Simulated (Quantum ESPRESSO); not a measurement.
**SiPb (Pm-3m): from the cell to the phonon bands**

How does SiPb (Pm-3m) vibrate, and is this structure a minimum?

Program: Quantum ESPRESSO 7.5. Level of theory: DFT LDA, scalar-relativistic, plane waves, PseudoDojo norm-conserving pseudopotentials. Results are calculated unless marked as measured.

The structure was built from a prototype and need not be the compound's stable phase.

## (1) Set-up

It takes space group Pm-3m (No. 221, cubic). Conventional cell: a = 3.272 Å, b = 3.272 Å, c = 3.272 Å, α = 90.00°, β = 90.00°, γ = 90.00°. Nearest to Pb lie 8 Si at 2.83 Å. Nearest to Si lie 8 Pb at 2.83 Å. Farther neighbours are not listed.

## (2) A probe with smearing

Before anything dear is run, a loose run with smearing shows whether this is a metal and how far the cell is from rest.

The input, probe.in:

```
 &control
    calculation='scf',
    prefix='x',
    outdir='./tmp',
    pseudo_dir='./pseudo',
    tprnfor=.true.,
    tstress=.true.,
    verbosity='high',
 /
 &system
    ibrav=1,
    celldm(1)=6.18397756,
    nat=2,
    ntyp=2,
    ecutwfc=56.0,
    occupations='smearing',
    smearing='gaussian',
    degauss=0.01,
 /
 &electrons
    conv_thr=1.0d-07,
    mixing_beta=0.7,
    electron_maxstep=100,
 /
ATOMIC_SPECIES
 Pb    207.2000  Pb.upf
 Si     28.0850  Si.upf
ATOMIC_POSITIONS crystal
 Pb     0.000000000   0.000000000   0.000000000
 Si     0.500000000   0.500000000   0.500000000
K_POINTS automatic
 6 6 6 0 0 0
```

The run is started by

```bash
$ OMP_NUM_THREADS=1 mpirun -n 4 pw.x -nk 4 -in probe.in > probe.out
```

The runs that follow: relaxing the cell and atoms; ground state; levels on a dense mesh; linear response on the mesh; force constants in real space; dispersion; sums over the zone. Settings of the main run: cutoff 56 Ry, 10×10×10 k-mesh, Marzari-Vanderbilt occupations, smearing width 0.02 Ry, response threshold 1.00e-18, electron phonon on, 2×2×2 q-mesh.

What does the calculation give for the highest optical zone-centre mode?

SiPb (Pm-3m) is unstable: a mode solved on the 2×2×2 mesh is imaginary, 52i cm⁻¹; its spectrum reaches 154 cm⁻¹. At the LDA level the optical modes of SiPb (Pm-3m) at the zone centre lie at 154 cm⁻¹. The relaxation gained more than 0.3 eV an atom, so the start was far from this structure and its bonding may have changed.

```
volume per atom                                                    : 22.3 Å³
highest optical zone-centre mode (no LO-TO term)                   : 154.2 cm⁻¹
lowest mode on the q mesh (acoustic ones at the zone centre apart) : -51.5 cm⁻¹
imaginary modes on the q mesh                                      : yes
```

The most unstable solved mode lies at q = (0, -0.5, -0.5), on the zone boundary, so the distortion that it points to doubles the cell. These are harmonic frequencies at zero temperature: anharmonic shifts and linewidths and thermal expansion are left out. Spin-orbit coupling is left out, which can matter for the heavy elements here. In a metal the frequencies hang on the k mesh and the smearing, most of all near Kohn anomalies. The λ that matdyn.x prints is not taken as a result: on such q meshes it can be far off, most of all in cells of several atoms. The q mesh stands for a supercell only 7.1 Å across, so branches between the solved wavevectors are rough. The structure is a hypothetical one, built on a prototype.

[Host names and launcher messages were left out of these logs when they were recorded.]

[Logs are printed without paths, hosts, clocks, repeated set-up lines and the standing remarks that a program may print on its own settings, such as how far it seeks lower states.]

[Hosts, paths, dates, database ids (printed as entryN), source tags and the programs' standing remarks are cut or masked in the printed files.]
